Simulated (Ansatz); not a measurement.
In doubt: one-shot GW on d or f shells is unsure, so the values of those runs are not to be relied on.

Planning a GW calculation on GaCuSe2 (I-42d).

Symmetry: I-42d, No. 122, tetragonal system. The conventional cell has a = 5.619 Å, b = 5.619 Å, c = 11.026 Å, α = 90.00°, β = 90.00°, γ = 90.00°. Nearest to Ga lie 4 Se at 2.42 Å. Nearest to Cu lie 4 Se at 2.42 Å. Se has 2 Ga at 2.42 Å and 2 Cu at 2.42 Å nearest. Farther neighbours and most contacts between anions are not listed.

```xyz
8
Lattice="-2.8096 2.8096 5.5130 2.8096 -2.8096 5.5130 2.8096 2.8096 -5.5130" Properties=species:S:1:pos:R:3 pbc="T T T"
Ga    0.0000    0.0000    5.5130
Ga    2.8096    0.0000    2.7565
Cu    0.0000    0.0000    0.0000
Cu    0.0000    2.8096    2.7565
Se    1.4083    1.4048    1.3783
Se    1.4048    4.2108   -1.3783
Se    1.4013    1.4048    6.8913
Se    1.4048   -1.4013    4.1348
```

The cell and positions come from the Crystallography Open Database and are kept as given unless a step says otherwise.

Runs so far (Ansatz 0.2.0, start PBE, PAW set soft_1 files, 4×4×4 mesh). Times are wall times on 1 × NVIDIA H100 80GB HBM3 (shared by 6 runs) with 3 threads of AMD EPYC 7R13 (Zen 3), shared host, good to a factor of about two.

| bands summed | cutoff (eV) | gap on the mesh (eV) | time |
| --- | --- | --- | --- |
| 234 | 57 | 1.037 | 60 s |
| 545 | 114 | 0.756 | 1.9 min |

**Question.** What should the next rung give, with 1099 bands and screening to 190 eV, and where is the limit?

The error falls about as one over the bands when the cutoff rises with them. A line through the two highest rungs given predicts 0.649 eV; the run gave 0.654 eV, close to it. The two highest rungs put the limit near 0.554 eV, the pair below near 0.544 eV; their difference is a rough measure of what is unsettled in bands and cutoff; the mesh is a separate error.

Gaps are over the mesh's points; an edge off the mesh would be missed. Limits: not at the basis limit; mesh may overstate the screening; d shell near the gap, gap tends to lie low; no spin-orbit coupling; coarse k mesh.

[Paths, hosts, dates, memory and timing lines, banners, echoed tables and standing remarks are left out of the program output.]

[Logs are printed without paths, hosts, clocks, repeated set-up lines and the standing remarks that a program may print on its own settings, such as how far it seeks lower states.]

[Runs of the session that timed out or met a known fault of the program may be left out.]

[Cells called generated may have been cut or substituted from an entry of the Crystallography Open Database or the Materials Project.]

[Hosts, paths, dates, database ids (printed as entryN), source tags and the programs' standing remarks are cut or masked in the printed files.]
